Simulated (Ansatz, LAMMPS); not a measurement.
# Localised basis functions on amorphous poly(propylene oxide) (as short chains C35O12H72) at 340 K (238 atoms)

Aim: test how closely localised support functions follow the reference on amorphous poly(propylene oxide) (as short chains C35O12H72) at 340 K (238 atoms), and at what cost. A setting counts as converged where the r.m.s. difference of forces stays under 1 % of the r.m.s. force.

Main program and level: Ansatz 0.2.0; Kohn-Sham DFT, PBE+D4, PAW (set soft_2), plane waves.

Report form: the programs' logs are mostly left out.

### 1. Starting point

The cell holds 238 atoms: 70 C, 24 O and 144 H. Cell: a = 13.295 Å, b = 13.295 Å, c = 13.295 Å, α = 90.0°, β = 90.0°, γ = 90.0°. 2 poly(propylene oxide) chains of 11 units with methyl end groups placed at random, at 0.968 g/cm³; overlaps pushed apart, then 20 ps at 800 K with MMFF94 bonds, angles, torsions, charges and radii (Halgren, J. Comput. Chem. 17, 490 (1996)) in harmonic and 12-6 forms. Snapshot after 30 ps at 340 K and fixed volume.

Limits known from the start: The network of contacts between molecules at the start is that of the classical potential that made the cell, and needn't be the one that DFT or experiment would give. The density was typed from a rule of thumb and may lie off the real one at this temperature. Only the Γ point is sampled, in a cell whose shortest periodic width is 13 Å.

### 2. The classical run that made the cell

A classical potential supplies the starting structure, since it reaches far longer times than DFT.

This step: classical MD, MMFF94 bonds, angles, torsions, charges and radii (Halgren, J. Comput. Chem. 17, 490 (1996)) in harmonic and 12-6 forms; charges of ions scaled by 0.8 (LAMMPS 22 Jul 2025 - Update 4).

in.lmp

```
# amorphous poly(propylene oxide)
units real
atom_style full
boundary p p p
bond_style harmonic
angle_style harmonic
dihedral_style opls
improper_style harmonic
special_bonds lj 0 0 0.5 coul 0 0 0.75
read_data data.lmp
neigh_modify delay 0 every 1 check yes one 4000
comm_modify cutoff 12.0
timestep 0.5
thermo_style custom step time temp pe press density
thermo_modify norm yes
# push overlapping molecules apart
pair_style soft 2.6
pair_coeff * * 0.0
variable a equal ramp(1,60)
fix ad all adapt 1 pair soft a * * v_a
velocity all create 800 865062 mom yes dist gaussian
fix lim all nve/limit 0.03
fix lan all langevin 800 800 50 865063 zero yes
thermo 1000
run 3000 post no
unfix ad
pair_style lj/cut/coul/long 9.0
pair_modify mix arithmetic tail yes
pair_coeff 1 1 0.0678 3.3680   # C
pair_coeff 2 2 0.0763 3.0430   # O
pair_coeff 3 3 0.0216 2.5400   # H
kspace_style pppm 1.0e-4
thermo 100
minimize 1e-5 1e-3 300 3000
# [... 15 lines left out ...]
compute msd all msd com yes
thermo 7500
fix md all nvt temp 340 340 100
run 30000 post no
print "== T340: mean square displacement over the hold $(c_msd[4]:%.2f) A^2"
unfix md
uncompute msd
write_dump all custom T340.dump id type xs ys zs modify sort id
```

Run with:

```bash
> lmp -in in.lmp -log none -nocite
```

It took 55 s on 1 thread of Intel Xeon 6975P-C (Granite Rapids), shared host; peak memory 0.12 GiB.

The input also reads data.lmp (atoms, bonds and types; not printed here).

### 3. Plane-wave single point

The first run uses the default basis; a harder plane-wave run follows as the reference for the support functions.

input.yaml

```yaml
crystal:
  lattice:
    - [13.29497, 0.0, 0.0]
    - [0.0, 13.29497, 0.0]
    - [0.0, 0.0, 13.29497]
  atoms:
    - { symbol: C, position: [0.70901, 0.18238, 0.62248] }
    - { symbol: O, position: [0.65427, 0.18292, 0.7188] }
    - { symbol: C, position: [0.69058, 0.26577, 0.77568] }
    - { symbol: C, position: [0.7359, 0.23246, 0.87582] }
    - { symbol: C, position: [0.65966, 0.18137, 0.94204] }
    - { symbol: O, position: [0.78886, 0.30082, 0.93567] }
    - { symbol: C, position: [0.73025, 0.39404, 0.95142] }
    - { symbol: C, position: [0.79024, 0.4805, 0.99184] }
    - { symbol: C, position: [0.83719, 0.46272, 0.09338] }
    - { symbol: O, position: [0.86567, 0.51099, 0.92223] }
    - { symbol: C, position: [0.96368, 0.46288, 0.94159] }
    - { symbol: C, position: [0.03393, 0.4857, 0.85342] }
    - { symbol: C, position: [0.05237, 0.59723, 0.83436] }
    - { symbol: O, position: [0.13158, 0.43334, 0.8642] }
    - { symbol: C, position: [0.12632, 0.32567, 0.85319] }
    - { symbol: C, position: [0.09073, 0.30007, 0.74514] }
    - { symbol: C, position: [0.98784, 0.25022, 0.75247] }
    - { symbol: O, position: [0.15486, 0.2208, 0.70683] }
    - { symbol: C, position: [0.24753, 0.26237, 0.65697] }
    - { symbol: C, position: [0.33633, 0.18476, 0.64943] }
    - { symbol: C, position: [0.42994, 0.23699, 0.61147] }
    - { symbol: O, position: [0.29646, 0.10658, 0.58229] }
    - { symbol: C, position: [0.27106, 0.02219, 0.64024] }
    - { symbol: C, position: [0.2355, 0.93149, 0.57606] }
    - { symbol: C, position: [0.30154, 0.91752, 0.4807] }
    - { symbol: O, position: [0.12803, 0.93136, 0.55092] }
    - { symbol: C, position: [0.10817, 0.01221, 0.47939] }
    - { symbol: C, position: [0.9956, 0.03218, 0.46767] }
    - { symbol: C, position: [0.94484, 0.92886, 0.4511] }
    - { symbol: O, position: [0.98148, 0.0998, 0.38383] }
    - { symbol: C, position: [0.8946, 0.16101, 0.39477] }
    - { symbol: C, position: [0.84062, 0.16953, 0.29406] }
    [... 200 atom lines left out ...]
    - { symbol: H, position: [0.38365, 0.52745, 0.81776] }
    - { symbol: H, position: [0.28356, 0.60821, 0.85101] }
    - { symbol: H, position: [0.38658, 0.66533, 0.80121] }
    - { symbol: H, position: [0.09389, 0.70018, 0.60052] }
    - { symbol: H, position: [0.19402, 0.68435, 0.52096] }
    - { symbol: H, position: [0.14544, 0.58144, 0.59442] }
kpoints:
  mp_grid: { grid: [1, 1, 1] }
hamiltonian:
  xc: pbe
  dispersion: d4
scf:
  occupations: { method: fixed }
output:
  forces: true
  stress: true
  populations: true
  dos:
    method: { smearing: { sigma: 0.15 } }
    de: 0.1
    projected: { site_lists: { C: [C], H: [H], O: [O] } }
  eigenvalues: true
  write_density: true
  write_potential: true
  volumetric_format: npy
  elf: true
```

Run with:

```bash
> ansatz run input.yaml --threads 8 --pin off --max-ram 15872MiB --backend cpu --events-out ev --progress --plain --runs-dir out
```

It took 14 s on 8 threads of Intel Xeon 6975P-C (Granite Rapids), shared host; peak memory 3.4 GiB.

The program notes that the exchange-correlation potential is rough where the density is thin.

The run gave:

```
free energy                                      : -33476.2599 eV
free energy per atom                             : -140.6566 eV/atom
SCF cycles                                       : 10
pressure                                         : 1.216 GPa
r.m.s. force component                           : 0.8364 eV/Å
longest force                                    : 3.479 eV/Å
Fermi energy                                     : -0.6587 eV
gap (highest filled to lowest empty level) : 4.426 eV
spilling of the projection                       : 0.01274
```

The r.m.s. force component of 0.84 eV/Å sets the scale for the differences below.

### 4. Plane waves at 750 eV (750 eV)

A harder cutoff gives the support functions a reference with less basis error.

input.yaml, the sections that differ from step 3:

```yaml
output:
  forces: true
  eigenvalues: true
basis:
  ecutwfc: "750 eV"
# crystal, kpoints, hamiltonian, scf: as in step 3
```

It took 15 s on 8 threads; peak memory 7 GiB.

Forces differ from the reference by 5.4 meV/Å r.m.s., 0.64 % of their size, within a tolerance of 1 %; the energy by -3.4 meV/atom.

### 5. Support functions medium

The cell is solved in localised support functions. Besides, the program derives a nominal cutoff of 464 eV for this run, against the reference's 750.

This step: Kohn-Sham DFT, PBE+D4, PAW (set soft_2), localised support functions (medium) (Ansatz 0.2.0).

input.yaml, the sections that differ from step 4:

```yaml
scf:
  occupations: { method: fixed }
  eigensolver: { kind: { support_functions: { accuracy: medium } } }
  max_iter: 150
# crystal, kpoints, hamiltonian, output: as in step 4
# basis: removed
```

Wall time 82 s (8 threads); peak memory 7.3 GiB.

The program notes that the band table was not solved further than the SCF left it and it switched symmetry off.

Keys that differ from the reference: basis.ecutwfc removed, support_functions.accuracy = "medium" and scf.max_iter = 150.

Forces differ from the reference by 0.45 meV/Å r.m.s., 0.054 % of their size, well within a tolerance of 1 %; the energy by -0.45 meV/atom. It took 5.4 times the reference's time (shared host, so rough).

### 6. Support functions low

With localised support functions most steps grow linearly with size, though the diagonalisation grows faster unless the density matrix is cut; this run measures error and cost at this size. Besides, the program derives a nominal cutoff of 420 eV for this run, against the reference's 750.

This step: Kohn-Sham DFT, PBE+D4, PAW (set soft_2), localised support functions (low) (Ansatz 0.2.0).

input.yaml, the sections that differ from step 5:

```yaml
scf:
  occupations: { method: fixed }
  eigensolver: { kind: { support_functions: { accuracy: low } } }
  max_iter: 150
# crystal, kpoints, hamiltonian, output: as in step 5
```

It took 40 s on 8 threads; peak memory 5 GiB; 5.1 min of CPU time.

Keys that differ from the reference: basis.ecutwfc removed, support_functions.accuracy = "low" and scf.max_iter = 150.

Forces differ from the reference by 0.55 meV/Å r.m.s., 0.066 % of their size, well within a tolerance of 1 %; the energy by -0.43 meV/atom. It took 2.6 times the reference's time (shared host, so rough).

### 7. Support functions high

The cell is solved in localised support functions. Besides, the program derives a nominal cutoff of 631 eV for this run, against the reference's 750.

This step: Kohn-Sham DFT, PBE+D4, PAW (set soft_2), localised support functions (high) (Ansatz 0.2.0).

input.yaml, the sections that differ from step 6:

```yaml
scf:
  occupations: { method: fixed }
  eigensolver: { kind: { support_functions: { accuracy: high } } }
  max_iter: 150
# crystal, kpoints, hamiltonian, output: as in step 6
```

Run time: 3.2 min. Hardware: 8 threads; peak memory 13 GiB.

Keys that differ from the reference: basis.ecutwfc removed, support_functions.accuracy = "high" and scf.max_iter = 150.

Forces differ from the reference by 0.38 meV/Å r.m.s., 0.045 % of their size, well within a tolerance of 1 %; the energy by -0.46 meV/atom. It took 12 times the reference's time (shared host, so rough).

### 8. Support functions medium, radius 3.27 Å

The radius confines each support function; a larger one gives more freedom and more work per atom. Besides, the program derives a nominal cutoff of 464 eV for this run, against the reference's 750.

This step: Kohn-Sham DFT, PBE+D4, PAW (set soft_2), localised support functions (medium) (Ansatz 0.2.0).

input.yaml, the sections that differ from step 7:

```yaml
scf:
  occupations: { method: fixed }
  eigensolver: { kind: { support_functions: { accuracy: medium, radius: 3.27 } } }
  max_iter: 150
# crystal, kpoints, hamiltonian, output: as in step 7
```

Elapsed: 81 s, on 8 threads; peak memory 7 GiB; 10 min of CPU time.

Keys that differ from the reference: basis.ecutwfc removed, support_functions.accuracy = "medium", support_functions.radius = 3.27 and scf.max_iter = 150.

Forces differ from the reference by 0.47 meV/Å r.m.s., 0.056 % of their size, well within a tolerance of 1 %; the energy by -0.45 meV/atom. It took 5.3 times the reference's time (shared host, so rough).

### 9. Support functions medium, radius 3.53 Å

input.yaml, the sections that differ from step 8:

```yaml
scf:
  occupations: { method: fixed }
  eigensolver: { kind: { support_functions: { accuracy: medium, radius: 3.53 } } }
  max_iter: 150
# crystal, kpoints, hamiltonian, output: as in step 8
```

Elapsed: 87 s, on 8 threads; peak memory 7.5 GiB; 11 min of CPU time.

Keys that differ from the reference: basis.ecutwfc removed, support_functions.accuracy = "medium", support_functions.radius = 3.53 and scf.max_iter = 150.

Forces differ from the reference by 0.43 meV/Å r.m.s., 0.052 % of their size, well within a tolerance of 1 %; the energy by -0.45 meV/atom. It took 5.7 times the reference's time (shared host, so rough).

### 10. Support functions medium, radius 3.77 Å

input.yaml, the sections that differ from step 9:

```yaml
scf:
  occupations: { method: fixed }
  eigensolver: { kind: { support_functions: { accuracy: medium, radius: 3.77 } } }
  max_iter: 150
# crystal, kpoints, hamiltonian, output: as in step 9
```

The job ended after 94 s (8 threads; peak memory 8.2 GiB; 12 min of CPU time).

Keys that differ from the reference: basis.ecutwfc removed, support_functions.accuracy = "medium", support_functions.radius = 3.77 and scf.max_iter = 150.

Forces differ from the reference by 0.41 meV/Å r.m.s., 0.049 % of their size, well within a tolerance of 1 %; the energy by -0.45 meV/atom. It took 6.2 times the reference's time (shared host, so rough).

### 11. Support functions medium, radius 4.04 Å

input.yaml, the sections that differ from step 10:

```yaml
scf:
  occupations: { method: fixed }
  eigensolver: { kind: { support_functions: { accuracy: medium, radius: 4.04 } } }
  max_iter: 150
# crystal, kpoints, hamiltonian, output: as in step 10
```

Elapsed: 1.8 min, on 8 threads; peak memory 9.3 GiB; 14 min of CPU time.

Keys that differ from the reference: basis.ecutwfc removed, support_functions.accuracy = "medium", support_functions.radius = 4.04 and scf.max_iter = 150.

Forces differ from the reference by 0.37 meV/Å r.m.s., 0.045 % of their size, well within a tolerance of 1 %; the energy by -0.45 meV/atom. It took 7.2 times the reference's time (shared host, so rough).

### 12. Support functions medium, radius 4.54 Å

input.yaml, the sections that differ from step 11:

```yaml
scf:
  occupations: { method: fixed }
  eigensolver: { kind: { support_functions: { accuracy: medium, radius: 4.54 } } }
  max_iter: 150
# crystal, kpoints, hamiltonian, output: as in step 11
```

Elapsed: 2.5 min, on 8 threads; peak memory 12 GiB; 19 min of CPU time.

Keys that differ from the reference: basis.ecutwfc removed, support_functions.accuracy = "medium", support_functions.radius = 4.54 and scf.max_iter = 150.

Forces differ from the reference by 0.36 meV/Å r.m.s., 0.043 % of their size, well within a tolerance of 1 %; the energy by -0.45 meV/atom. It took 9.8 times the reference's time (shared host, so rough).

### 13. Support functions medium, radius 5.05 Å

input.yaml, the sections that differ from step 12:

```yaml
scf:
  occupations: { method: fixed }
  eigensolver: { kind: { support_functions: { accuracy: medium, radius: 5.05 } } }
  max_iter: 150
# crystal, kpoints, hamiltonian, output: as in step 12
```

Run time: 3.6 min. Hardware: 8 threads; peak memory 14 GiB; 28 min of CPU time.

Keys that differ from the reference: basis.ecutwfc removed, support_functions.accuracy = "medium", support_functions.radius = 5.05 and scf.max_iter = 150.

Forces differ from the reference by 0.35 meV/Å r.m.s., 0.042 % of their size, well within a tolerance of 1 %; the energy by -0.45 meV/atom. It took 14 times the reference's time (shared host, so rough).

### 14. Support functions medium, radius 2.86 Å

The radius confines each support function; a larger one gives more freedom and more work per atom.

input.yaml, the sections that differ from step 13:

```yaml
scf:
  occupations: { method: fixed }
  eigensolver: { kind: { support_functions: { accuracy: medium, radius: 2.86 } } }
  max_iter: 150
# crystal, kpoints, hamiltonian, output: as in step 13
```

Wall time 3 s (8 threads); peak memory 0.5 GiB.

The program refuses radii under 3.20 Å for these atoms at this level.

### 15. Cost against change

Each row is set against the plane-wave reference (Kohn-Sham DFT, PBE+D4, PAW (set soft_2), plane waves; r.m.s. force component 0.836 eV/Å). Energies are set beside the reference only for runs with its functional, potentials and electron count. Times are for 8 threads of Intel Xeon 6975P-C (Granite Rapids), shared host. The reference's time includes the DOS, ELF, the stress and grids, which some other runs skip.

```tsv
run	Δ force, r.m.s. (meV/Å)	share of r.m.s. force (%)	Δ energy (meV/atom)	Δ gap (eV)	cycles	time	host memory (GiB)
reference	-	-	-	-	10	14 s	3.4
plane waves at 750 eV (750 eV)	5.37	0.642	-3.44	5.0e-4	10	15 s	7.0
```

### 16. Cost against change

Differences are against the run with plane waves at 750 eV (Kohn-Sham DFT, PBE+D4, PAW (set soft_2), plane waves), whose r.m.s. force component is 0.835 eV/Å. Energies are set beside the reference only for runs with its functional, potentials and electron count. Times are for 8 threads of Intel Xeon 6975P-C (Granite Rapids), shared host.

```tsv
run	Δ force, r.m.s. (meV/Å)	share of r.m.s. force (%)	Δ energy (meV/atom)	Δ gap (eV)	cycles	time	host memory (GiB)
reference	-	-	-	-	10	15 s	7.0
support functions medium	0.447	0.0536	-0.448	2.0e-4	13	82 s	7.3
support functions low	0.552	0.0661	-0.427	0.0013	11	40 s	5.0
support functions high	0.376	0.0451	-0.465	0	16	3.2 min	13
support functions medium, radius 3.27 Å	0.47	0.0563	-0.448	0	13	81 s	7.0
support functions medium, radius 3.53 Å	0.435	0.0521	-0.448	2.0e-4	13	87 s	7.5
support functions medium, radius 3.77 Å	0.407	0.0487	-0.448	2.0e-4	13	94 s	8.2
support functions medium, radius 4.04 Å	0.373	0.0447	-0.448	4.0e-4	13	1.8 min	9.3
support functions medium, radius 4.54 Å	0.357	0.0427	-0.448	5.0e-4	13	2.5 min	12
support functions medium, radius 5.05 Å	0.35	0.042	-0.448	5.0e-4	13	3.6 min	14
```

(Continued in part 2 of 2.)

[Logs are printed without paths, hosts, clocks, repeated set-up lines and the standing remarks that a program may print on its own settings, such as how far it seeks lower states.]

[Hosts, paths, dates, database ids (printed as entryN), source tags and the programs' standing remarks are cut or masked in the printed files.]

[The MMFF94 radii named for the starting cell were scaled by 0.96; in molecules described by MMFF94, hydrogen bound to N, O or S took a small fixed 12-6 site in their place.]
